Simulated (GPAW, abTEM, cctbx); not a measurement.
## P2Pb3: the scripts behind a bonding study

Short scripts, each with its output. The cell comes from substitution in a known structure type and wasn't matched to any measured phase.

### 1. Relax the structure

```text
cell
1.0
     6.693000000    0.000000000    0.000000000
     0.000000000    6.693000000    0.000000000
     0.000000000    0.000000000    6.693000000
Pb P
6 4
Direct
0.500000000 0.500000000 0.000000000
0.500000000 0.000000000 0.000000000
0.000000000 0.000000000 0.500000000
0.500000000 0.000000000 0.500000000
0.000000000 0.500000000 0.000000000
0.000000000 0.500000000 0.500000000
0.750000000 0.250000000 0.750000000
0.750000000 0.750000000 0.250000000
0.250000000 0.750000000 0.750000000
0.250000000 0.250000000 0.250000000
```

```python
from ase.constraints import FixSymmetry
from ase.filters import FrechetCellFilter
from ase.io import read, write
from ase.optimize import BFGS
from ase.parallel import parprint
from gpaw import GPAW, PW, FermiDirac

atoms = read("start.vasp")
atoms.set_constraint(FixSymmetry(atoms))
atoms.calc = GPAW(mode=PW(570), xc="PBE", kpts={"size": (3, 3, 3), "gamma": True},
                 occupations=FermiDirac(0.1), maxiter=120, symmetry={"tolerance": 1e-5}, txt="relax.txt")
BFGS(FrechetCellFilter(atoms), maxstep=0.15).run(fmax=0.03, steps=40)
parprint("cell  %.4f %.4f %.4f  %.2f %.2f %.2f" % tuple(atoms.cell.cellpar()))
parprint("volume %.3f A^3, largest force %.3f eV/A, largest stress %.2f GPa" % (atoms.get_volume(), abs(atoms.get_forces()).max(), 160.218 * abs(atoms.get_stress()).max()))
atoms.set_constraint()
write("relaxed.vasp", atoms, direct=True)
```

```console
$ OMP_NUM_THREADS=1 mpirun -n 4 gpaw python run.py > gpaw.log
```

```text
      Step        Energy          fmax
BFGS:    0      -41.437268        0.672419
BFGS:    1      -41.456420        0.644952
BFGS:    2      -41.655585        0.239448
BFGS:    3      -41.690587        0.018754
cell  6.8612 6.8612 6.8612  90.00 90.00 90.00
volume 322.996 A^3, largest force 0.000 eV/A, largest stress 0.09 GPa
```

Time: 73 s on 4 cores of Arm Neoverse V2 (shared host), peak memory 1.4 GiB.

### 2. Build the all-electron density and subtract free atoms

```text
cell
1.0
     6.861185330    0.000000000    0.000000000
     0.000000000    6.861185330    0.000000000
     0.000000000    0.000000000    6.861185330
Pb P
6 4
Direct
0.500000000 0.500000000 0.000000000
0.500000000 0.000000000 0.000000000
0.000000000 0.000000000 0.500000000
0.500000000 0.000000000 0.500000000
0.000000000 0.500000000 0.000000000
0.000000000 0.500000000 0.500000000
0.750000000 0.250000000 0.750000000
0.750000000 0.750000000 0.250000000
0.250000000 0.750000000 0.750000000
0.250000000 0.250000000 0.250000000
```

```python
import numpy as np
from ase.io import read
from ase.units import Bohr
from gpaw import GPAW, PW, FermiDirac
from gpaw.calculator import GPAW as OldGPAW
from gpaw.mpi import serial_comm, world
from scipy.special import erfc
from scipy.spatial import cKDTree

atoms = read("cell.vasp")
atoms.calc = GPAW(mode=PW(450), xc="PBE", kpts={"size": (4, 4, 4), "gamma": True},
                 occupations=FermiDirac(0.1), maxiter=120, symmetry={"tolerance": 1e-5}, txt="scf.txt")
atoms.get_potential_energy()
rho = atoms.calc.get_all_electron_density(gridrefinement=2)
moments = atoms.get_magnetic_moments() if atoms.calc.get_number_of_spins() == 2 else np.zeros(len(atoms))
total = atoms.get_magnetic_moment() if moments.any() else 0.0
if world.rank == 0:
    free = OldGPAW(mode=PW(450), xc="PBE", txt=None, communicator=serial_comm)
    neutral = atoms.copy()
    neutral.set_initial_magnetic_moments(None)
    free.initialize(neutral)
    free.set_positions(neutral)
    drho = rho - free.get_all_electron_density(gridrefinement=2)
    # GPAW starts from confined atoms: exchange their smooth part for that of the datasets' free atoms
    h = np.stack(np.meshgrid(*[np.fft.fftfreq(n, 1 / n) for n in drho.shape], indexing="ij"), -1)
    gabs = np.linalg.norm(h @ atoms.cell.reciprocal(), axis=-1)
    tails = np.fft.fftn(free.get_pseudo_density(gridrefinement=2))
    g, form, v0 = np.linspace(0, gabs.max(), 1500), {}, 0
    for e in set(atoms.symbols):
        idx = atoms.symbols.search(e)
        d = free.setups[idx[0]].data
        r, w = d.rgd.r_g * Bohr, d.rgd.r_g**2 * d.rgd.dr_g
        j0 = np.sinc(2 * g[:, None] * r)
        smooth = sum(f * p**2 for f, p in zip(d.f_j, d.phit_jg)) + np.sqrt(4 * np.pi) * d.nct_g
        full = sum(f * p**2 for f, p in zip(d.f_j, d.phi_jg)) + np.sqrt(4 * np.pi) * d.nc_g
        phase = sum(np.exp(-2j * np.pi * h @ s) for s in atoms.get_scaled_positions()[idx])
        tails -= np.interp(gabs, g, j0 @ (smooth * w)) * phase * drho.size / atoms.get_volume()
        form[e] = j0 @ (full * w)
        v0 += 2 * np.pi / 3 * 14.3996 * (full * w * r**2).sum() * len(idx)  # V A^3
    tails *= 0.5 * erfc((gabs - 1.8) / 0.25)  # the tails differ at long wavelengths alone
    drho += np.fft.ifftn(tails).real  # crystal minus superposed spherical free atoms
    np.save("drho.npy", drho)
    dv = atoms.get_volume() / drho.size
    print("grid", drho.shape, " electrons %.3f" % (rho.sum() * dv), " moved by bonding %.3f e" % (abs(drho).sum() * dv / 2))
    pts = np.indices(drho.shape).reshape(3, -1).T / drho.shape @ atoms.cell
    shifts = (np.indices((3, 3, 3)).reshape(3, -1).T - 1) @ atoms.cell
    images = (atoms.positions[None] + shifts[:, None]).reshape(-1, 3)
    dist, idx = cKDTree(images).query(pts, k=4)
    out = drho.ravel()[dist[:, 0] > 0.5]
    print("deformation density beyond 0.5 A of the nuclei: max %.3f, min %.3f e/A^3" % (out.max(), out.min()))
    tie = dist < dist[:, :1] + 1e-4
    q = -np.bincount((idx % len(atoms))[tie], (drho.ravel()[:, None] / tie.sum(1, keepdims=True) * tie)[tie], len(atoms)) * dv
    print("atom        x       y       z   Voronoi charge  moment")
    for a, s, c, m in zip(atoms, atoms.get_scaled_positions(), q, moments):
        print("%-2s%-3d %7.4f %7.4f %7.4f %10.3f %10.2f" % (a.symbol, a.index + 1, *s, c, m))
    np.savez("free.npz", g=g, **form)
    print("mean inner potential of superposed free atoms %.3f V" % (v0 / atoms.get_volume()))
    print("total magnetic moment %.3f muB" % total)
```

```console
$ OMP_NUM_THREADS=1 mpirun -n 4 gpaw python run.py > gpaw.log
```

```text
grid (70, 70, 70)  electrons 552.000  moved by bonding 1.779 e
deformation density beyond 0.5 A of the nuclei: max 0.046, min -0.032 e/A^3
atom        x       y       z   Voronoi charge  moment
Pb1    0.5000  0.5000  0.0000      0.214       0.00
Pb2    0.5000  0.0000  0.0000      0.214       0.00
Pb3    0.0000  0.0000  0.5000      0.214       0.00
Pb4    0.5000  0.0000  0.5000      0.214       0.00
Pb5    0.0000  0.5000  0.0000      0.214       0.00
Pb6    0.0000  0.5000  0.5000      0.214       0.00
P 7    0.7500  0.2500  0.7500     -0.321       0.00
P 8    0.7500  0.7500  0.2500     -0.321       0.00
P 9    0.2500  0.7500  0.7500     -0.321       0.00
P 10   0.2500  0.2500  0.2500     -0.321       0.00
mean inner potential of superposed free atoms 14.952 V
total magnetic moment 0.000 muB
```

Time: 35 s.

### 3. Fourier-transform the difference

```python
from cctbx import adptbx, crystal, miller, xray
from cctbx.eltbx import tiny_pse
import numpy as np

cs = crystal.symmetry(unit_cell=(6.8612, 6.8612, 6.8612, 90, 90, 90), space_group_symbol='Hall: P 4n 2 3 -1n')  # Pn-3m
atoms = [  # label, site, U (iso, or U11 U22 U33 U12 U13 U23 in A^2), occupancy
    ("Pb1", (0.5, 0.5, 0), 0.0000, 1),
    ("P1", (0.75, 0.25, 0.75), 0.0000, 1),
]
xs = xray.structure(crystal_symmetry=cs)
for label, site, u, occ in atoms:
    u = adptbx.u_cif_as_u_star(cs.unit_cell(), u) if isinstance(u, tuple) else u
    xs.add_scatterer(xray.scatterer(label, site=site, u=u, occupancy=occ))
xs.scattering_type_registry(table="wk1995")
drho = np.load("drho.npy")
T = np.array([[1, 0, 0], [0, 1, 0], [0, 0, 1]])  # conventional axes in terms of the primitive ones
dF = np.fft.ifftn(drho) * 322.99623  # electrons a conventional cell, indexed by primitive hkl
ms = miller.build_set(cs, anomalous_flag=False, d_min=0.9).sort("resolution")
iam = ms.structure_factors_from_scatterers(xs, algorithm="direct").f_calc()
p1 = xs.expand_to_p1()
z = np.array([tiny_pse.table(sc.scattering_type).atomic_number() for sc in p1.scatterers()])
x = np.array(p1.sites_frac())
free = np.load("free.npz")
print("static structure factors of the conventional cell: F in electrons, V (Mott-Bethe) in volts")
print("   h  k  l      d  |F| table  |F| free   |F| DFT   change   |V| free  |V| DFT  change %")
for h, d, table in list(zip(ms.indices(), ms.d_spacings().data(), iam.data()))[:16]:
    df = dF[tuple(np.rint(np.linalg.solve(T, h)).astype(int))]
    phase = np.exp(2j * np.pi * x @ h)
    f = sum(np.interp(1 / d, free["g"], free[sc.scattering_type]) * p for sc, p in zip(p1.scatterers(), phase))
    fz = (z * phase).sum()
    c = 14.3996 * d * d / (np.pi * cs.unit_cell().volume())
    v0, v1 = abs(fz - f) * c, abs(fz - f - df) * c
    print("%4d%3d%3d %7.4f %9.3f %9.3f %9.3f %8.3f %9.3f %8.3f %8s" % (h + (d, abs(table), abs(f), abs(f + df), abs(f + df) - abs(f), v0, v1, "%.1f" % (100 * (v1 / v0 - 1)) if v0 > 0.02 else "-")))
```

```console
$ python run.py
```

```text
static structure factors of the conventional cell: F in electrons, V (Mott-Bethe) in volts
   h  k  l      d  |F| table  |F| free   |F| DFT   change   |V| free  |V| DFT  change %
   0  1  1  4.8516   154.757   154.601   154.486   -0.115     3.139    3.178      1.2
   1  1  1  3.9613    49.347    49.405    50.336    0.931     2.359    2.152     -8.8
   0  2  0  3.4306   396.937   396.531   396.004   -0.527     5.924    6.012      1.5
   1  2  1  2.8011   142.593   142.518   142.440   -0.077     2.392    2.400      0.4
   0  2  2  2.4258   454.973   454.893   454.752   -0.141     8.109    8.121      0.1
   1  2  2  2.2871     0.000     0.000     0.002    0.002     0.000    0.000        -
   0  3  1  2.1697   134.146   134.106   134.226    0.120     1.997    1.989     -0.4
   1  3  1  2.0687    37.923    37.984    37.609   -0.375     1.337    1.360      1.7
   2  2  2  1.9807   354.817   354.674   354.994    0.320     4.305    4.287     -0.4
   1  3  2  1.8337   127.532   127.509   127.476   -0.033     1.741    1.743      0.1
   0  4  0  1.7153   408.885   408.847   408.653   -0.194     5.977    5.985      0.1
   2  3  2  1.6641     0.000     0.000     0.116    0.116     0.000    0.005        -
   0  3  3  1.6172   122.067   122.046   122.061    0.014     1.557    1.557     -0.0
   1  4  1  1.6172   122.067   122.046   122.059    0.013     1.557    1.557     -0.0
   1  3  3  1.5741    33.531    33.532    33.440   -0.093     0.931    0.934      0.3
   0  4  2  1.5342   325.802   325.739   325.972    0.232     3.549    3.542     -0.2
```

Time: 0.36 s on 1 core of Arm Neoverse V2 (shared host), peak memory 0.08 GiB.

### 4. Rock the beam across one reflection

```python
import abtem
import numpy as np
from ase.build import make_supercell
from ase.io import read

abtem.config.set({"dask.lazy": False, "fft": "fftw", "diagnostics.progress_bar": False})
M = [[0, 0, -1], [-1, 1, 0], [1, 1, 0]]  # rows: x, y and beam direction in the primitive cell's axes
unit = make_supercell(read("cell.vasp"), M)
unit.set_cell(list(unit.cell.lengths()) + [90, 90, 90], scale_atoms=True)
unit.positions[:, 2] += 0.6064  # keeps atomic planes off the slice boundaries
unit.wrap()
slab = unit * (1, 1, 52)
print(slab.get_chemical_formula(), "| box %.2f x %.2f x %.2f A" % tuple(slab.cell.lengths()))

# change of the potential by bonding, from the DFT deformation density (Poisson's equation term by term)
drho = np.load("drho.npy")
prim = read("cell.vasp")
h = np.stack(np.meshgrid(*[np.fft.fftfreq(n, 1 / n) for n in drho.shape], indexing="ij"), -1).reshape(-1, 3).astype(int)
g2 = ((h @ prim.cell.reciprocal()) ** 2).sum(1)
keep = (g2 > 0) & (g2 < 2.5**2)
shape = (153, 216, 56)
vg = np.zeros(shape, complex)
hm = h[keep] @ np.array(M).T
move = np.exp(-2j * np.pi * hm[:, 2] * (0.6064 / unit.cell[2, 2] - 0.5 / shape[2]))  # the same shift, sampled at mid-points
vg[tuple(hm.T % np.array(shape)[:, None])] = -14.3996 / np.pi * (np.fft.fftn(drho).ravel() / drho.size)[keep] / g2[keep] * move
dV = np.fft.ifftn(vg).real * vg.size
dV = dV.reshape(153, 216, 8, 7).mean(3) * unit.cell[2, 2] / 8  # V A, projected in each slice
dV = np.tile(dV.transpose(2, 0, 1), (52, 1, 1))


def build(atoms):
    p = abtem.Potential(atoms, gpts=(153, 216), slice_thickness=[slab.cell[2, 2] / 416] * 416,
                        parametrization="lobato", projection="infinite", exit_planes=104).build()
    p.array[:] += BONDING * dV
    return p


def potentials():
    yield build(slab)  # atoms at rest


for label, BONDING in (("IAM", 0.0), ("DFT", 1.0)):
    print("=====", label)
    potential = build(slab)
    print("grid", potential.gpts, "slices", potential.num_slices)
    thickness = potential.exit_thicknesses
    h = np.array(M) @ np.linalg.solve(np.array([[1, 0, 0], [0, 1, 0], [0, 0, 1]]), [1, -1, 0])
    ix, iy = round(h[0]) * 1, round(h[1]) * 1
    gxy = h[:2] / unit.cell.lengths()[:2]
    along = gxy / np.hypot(*gxy)
    across = np.array([-along[1], along[0]])
    bragg = 500 * abtem.PlaneWave(energy=200000).wavelength * np.hypot(*gxy)
    print("Bragg angle %.3f mrad; beam tilted 37 mrad off the zone axis across the row" % bragg)
    print("dark-field intensity of 1 -1 0 against tilt along the row, in Bragg angles")
    print("  t (A)" + "".join("%8.2f" % s for s in [0.2, 0.4, 0.6, 0.8, 1.0, 1.2, 1.4, 1.6, 1.8, 2.0, 2.2, 2.4, 2.6]))
    rows = []
    row = [(n * ix, n * iy) for n in range(-8, 9)]
    for s in [0.2, 0.4, 0.6, 0.8, 1.0, 1.2, 1.4, 1.6, 1.8, 2.0, 2.2, 2.4, 2.6]:
        tilt = -s * bragg * along + 37 * across
        dp = abtem.PlaneWave(energy=200000, tilt=tuple(tilt)).multislice(potential).diffraction_patterns(max_angle="valid").array
        rows.append(dp[:, dp.shape[1] // 2 + ix, dp.shape[2] // 2 + iy])
        if s == 1.0:
            cx, cy = dp.shape[1] // 2, dp.shape[2] // 2
            share = sum(dp[:, cx + i, cy + j] for i, j in row if abs(i) < cx and abs(j) < cy) / dp.sum(axis=(1, 2))
            total = dp.sum(axis=(1, 2))
    for t, a in list(zip(thickness, np.array(rows).T))[1:]:
        print("%7.1f" % t + "".join("%8.4f" % v for v in a))
    print("at the Bragg tilt, share in the row:", share[1:].round(3).tolist(), "total:", total[1:].round(3).tolist())
```

```console
$ python run.py
```

```text
P416Pb624 | box 6.86 x 9.70 x 504.57 A
===== IAM
grid (153, 216) slices 416
Bragg angle 2.585 mrad; beam tilted 37 mrad off the zone axis across the row
dark-field intensity of 1 -1 0 against tilt along the row, in Bragg angles
  t (A)    0.20    0.40    0.60    0.80    1.00    1.20    1.40    1.60    1.80    2.00    2.20    2.40    2.60
  126.1  0.0607  0.0621  0.0633  0.0641  0.0644  0.0641  0.0633  0.0621  0.0605  0.0584  0.0557  0.0526  0.0494
  252.3  0.1718  0.1949  0.2149  0.2297  0.2353  0.2274  0.2103  0.1895  0.1673  0.1396  0.1106  0.0814  0.0566
  378.4  0.0756  0.1161  0.1704  0.2180  0.2414  0.2044  0.1501  0.0981  0.0646  0.0401  0.0218  0.0139  0.0152
  504.6  0.0106  0.0093  0.0099  0.0227  0.0382  0.0221  0.0060  0.0051  0.0080  0.0040  0.0003  0.0091  0.0248
at the Bragg tilt, share in the row: [0.6909999847412109, 0.48399999737739563, 0.42899999022483826, 0.2680000066757202] total: [0.9909999966621399, 0.9850000143051147, 0.9800000190734863, 0.9729999899864197]
===== DFT
grid (153, 216) slices 416
Bragg angle 2.585 mrad; beam tilted 37 mrad off the zone axis across the row
dark-field intensity of 1 -1 0 against tilt along the row, in Bragg angles
  t (A)    0.20    0.40    0.60    0.80    1.00    1.20    1.40    1.60    1.80    2.00    2.20    2.40    2.60
  126.1  0.0625  0.0640  0.0652  0.0661  0.0664  0.0661  0.0653  0.0640  0.0624  0.0602  0.0574  0.0542  0.0509
  252.3  0.1748  0.1984  0.2186  0.2335  0.2392  0.2315  0.2145  0.1936  0.1711  0.1426  0.1127  0.0827  0.0571
  378.4  0.0757  0.1161  0.1696  0.2161  0.2396  0.2035  0.1507  0.0993  0.0656  0.0405  0.0216  0.0135  0.0149
  504.6  0.0112  0.0089  0.0089  0.0213  0.0364  0.0205  0.0054  0.0052  0.0086  0.0045  0.0003  0.0097  0.0254
at the Bragg tilt, share in the row: [0.6949999928474426, 0.4869999885559082, 0.42899999022483826, 0.26600000262260437] total: [0.9909999966621399, 0.9850000143051147, 0.9810000061988831, 0.9729999899864197]
```

Time: 37 s.

[Outputs are excerpts: Python notices, other lines and further rows are left out; steps that failed or that the build refused (PBEsol, TPSS) are not shown.]

[Logs are printed without paths, hosts, clocks, repeated set-up lines and the standing remarks that a program may print on its own settings, such as how far it seeks lower states.]
